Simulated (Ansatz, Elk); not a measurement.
# RbTi2: X-ray structure factors from the self-consistent density, part 2 of 2

The structure of RbTi2 used here is made up (a known structure type with other elements) and was relaxed beforehand with r2SCAN. The aim is the Fourier transform of its all-electron density, F(hkl), set beside the sum over free spherical atoms that refinements use.

Elk 11.2.3 (patched build); all-electron DFT.

So far: Starting point; Ground state and structure factors; The highest occupied states alone.

The structure was built from a prototype and need not be the compound's stable phase.

## Step 4: Another functional

Level of this step: DFT, LDA (Perdew-Wang), all-electron APW+lo, Dirac cores, scalar-relativistic bands, static density, no spin (Elk).

The difference from free atoms is small, so it is set against the change that LDA (Perdew-Wang) makes.

elk.in

```
tasks
  0
  195

xctype
  3

spinpol
  .false.

rgkmax
  7.0

gmaxvr
  14.0

lmaxo
  7

lmaxapw
  8

swidth
  0.002

tshift
  .false.

ramdisk
  .false.

hmaxvr
  5.5

maxscl
  120

epspot
  1e-06

sppath
  './'

avec
  6.78844073742 0.00000000000 0.00000000000
  0.00000000000 6.78844073742 0.00000000000
  0.00000000000 0.00000000000 13.59167576291

atoms
  2
  'Rb.in'
  1
  -0.0000000000 -0.0000000000 0.0000000000   0.000000 0.000000 0.000000
  'Ti.in'
  2
  0.0000000000 0.5000000000 0.5000000000   0.000000 0.000000 0.000000
  0.5000000000 0.0000000000 0.5000000000   0.000000 0.000000 0.000000

ngridk
  6 6 3
```

On the command line:

```console
> OMP_NUM_THREADS=4 elk
```

Numbers of over 12 decimals in the logs are rounded to 6 here.

The program printed:

```text
┌─────────────────────────┐
│ Elk code version 11.2.3 │
└─────────────────────────┘

All units are atomic (Hartree, Bohr, etc.)

┌─────────────────────────────────────────────────┐
│ Ground-state run starting from atomic densities │
└─────────────────────────────────────────────────┘

Lattice vectors :
   6.788440737       0.000000000       0.000000000
   0.000000000       6.788440737       0.000000000
   0.000000000       0.000000000       13.59167576

Reciprocal lattice vectors :
  0.9255712100       0.000000000       0.000000000
[...]
valence                     :    33.00000000
 interstitial                :    4.846262538
 muffin-tins (core leakage)
  species : 1 (Rb)
[...]
species : 2 (Ti)
   atom 1                    :    20.37715395     ( -0.3526875545E-05)
   atom 2                    :    20.37715395     ( -0.3526875545E-05)
 total in muffin-tins        :    76.15373746
 total calculated charge     :    80.99997565
 total charge                :    81.00000000
 error                       :   0.2434738079E-04

┌──────────────────────────────┐
│ Self-consistent loop stopped │
└──────────────────────────────┘

Wrote STATE.OUT
[key lines of the parts left out:]
total energy                :     -4681.8307638122
```

Wall time 4.9 s (4 threads of AMD EPYC 9R45 (Zen 5), shared host); peak memory 0.17 GiB.

Against the first run R = 0.06 %; the largest change is +0.050 at 002.

## Step 5: Basis size

A smaller basis shows how fast F responds to it; the change is likely larger than the basis error of the first run, but doesn't show convergence.

elk.in: that of step 4 with these lines changed.

```diff
@@ -5,3 +5,3 @@
 xctype
-  3
+  20
 
@@ -11,3 +11,3 @@
 rgkmax
-  7.0
+  5.5
```

On the command line:

```console
> OMP_NUM_THREADS=4 elk
```

The program printed:

```text
┌─────────────────────────┐
│ Elk code version 11.2.3 │
└─────────────────────────┘

All units are atomic (Hartree, Bohr, etc.)

┌─────────────────────────────────────────────────┐
│ Ground-state run starting from atomic densities │
└─────────────────────────────────────────────────┘

Lattice vectors :
   6.788440737       0.000000000       0.000000000
   0.000000000       6.788440737       0.000000000
   0.000000000       0.000000000       13.59167576

Reciprocal lattice vectors :
  0.9255712100       0.000000000       0.000000000
[...]
valence                     :    33.00000000
 interstitial                :    5.007742697
 muffin-tins (core leakage)
  species : 1 (Rb)
[...]
species : 2 (Ti)
   atom 1                    :    20.30188744     ( -0.2196321258E-06)
   atom 2                    :    20.30188744     ( -0.2196321258E-06)
 total in muffin-tins        :    75.99225730
 total calculated charge     :    81.00018022
 total charge                :    81.00000000
 error                       :   0.1802240782E-03

┌──────────────────────────────┐
│ Self-consistent loop stopped │
└──────────────────────────────┘

Wrote STATE.OUT
[key lines of the parts left out:]
total energy                :     -4688.9136866465
```

It took 7.3 s on 4 threads; peak memory 0.17 GiB; 16 s of CPU time.

Against the first run R = 0.04 %; the largest change is +0.087 at 220.

## Step 6: A coarser k-mesh

About half the k-points along each axis test the sampling.

elk.in: that of step 5 with these lines changed.

```diff
@@ -11,3 +11,3 @@
 rgkmax
-  5.5
+  7.0
 
@@ -59,2 +59,2 @@
 ngridk
-  6 6 3
+  3 3 2
```

On the command line:

```console
> OMP_NUM_THREADS=4 elk
```

The program printed:

```text
┌─────────────────────────┐
│ Elk code version 11.2.3 │
└─────────────────────────┘

All units are atomic (Hartree, Bohr, etc.)

┌─────────────────────────────────────────────────┐
│ Ground-state run starting from atomic densities │
└─────────────────────────────────────────────────┘

Lattice vectors :
   6.788440737       0.000000000       0.000000000
   0.000000000       6.788440737       0.000000000
   0.000000000       0.000000000       13.59167576

Reciprocal lattice vectors :
  0.9255712100       0.000000000       0.000000000
[...]
valence                     :    33.00000000
 interstitial                :    4.883612558
 muffin-tins (core leakage)
  species : 1 (Rb)
[...]
species : 2 (Ti)
   atom 1                    :    20.35170418     ( -0.2196315219E-06)
   atom 2                    :    20.35170418     ( -0.2196315219E-06)
 total in muffin-tins        :    76.11638744
 total calculated charge     :    80.99995922
 total charge                :    81.00000000
 error                       :   0.4077523202E-04

┌──────────────────────────────┐
│ Self-consistent loop stopped │
└──────────────────────────────┘

Wrote STATE.OUT
[key lines of the parts left out:]
total energy                :     -4688.9834189160
```

The job ended after 6.4 s (4 threads; peak memory 0.17 GiB).

Against the first run R = 0.05 %; the largest change is +0.062 at 200.

## Step 7: Settings against the effect

| run | R against the first run (%) | R against neutral atoms, low angle (%) | wall time |
| --- | --- | --- | --- |
| PBE, rgkmax 7 | 0.00 | 0.57 | 8.3 s |
| LDA (Perdew-Wang) | 0.06 | 0.57 | 4.9 s |
| rgkmax 5.5 | 0.04 | 0.58 | 7.3 s |
| k-mesh 3×3×2 | 0.05 | 0.56 | 6.4 s |

## Step 8: Results

* R against neutral atoms, sin θ/λ < 0.3 Å⁻¹: 0.57 %
* R against neutral atoms, 0.3 to 0.79 Å⁻¹: 0.18 %

**Reading.** Independent neutral atoms miss the calculated amplitudes by R = 0.57 % below 0.3 Å⁻¹ and 0.18 % from there to 0.79 Å⁻¹; by shells, 0.50 % below 0.15 Å⁻¹ (3 forms), 0.58 % 0.15 to 0.3 (11 forms), 0.12 % 0.3 to 0.45 (25 forms), 0.19 % above 0.45 (110 forms). Bonding, aspherical density and the tables' own atoms all enter these figures, and the runs don't part them. The largest change of an amplitude is -0.58 electrons, at 110. Weak lines can change much in proportion: 110 goes from 2.77 to 2.19. The window's part falls from 9.0 electrons at the origin to at most 0.33 between 0.45 and 0.79 Å⁻¹. Below 0.3 Å⁻¹ the changes that finished (LDA (Perdew-Wang), rgkmax 5.5 and k-mesh 3×3×2) move F by R = 0.06 % at most, against the 0.57 % that separates it from free atoms. These runs have no spin, though d or f shells may be open. Part of the difference isn't bonding: the tables are fits to free atoms and ions calculated by other methods than this functional. Thermal motion, anomalous dispersion and extinction are left out.

[Logs are printed without paths, hosts, clocks, repeated set-up lines and the standing remarks that a program may print on its own settings, such as how far it seeks lower states.]

[Hosts, paths, dates, database ids (printed as entryN), source tags and the programs' standing remarks are cut or masked in the printed files.]
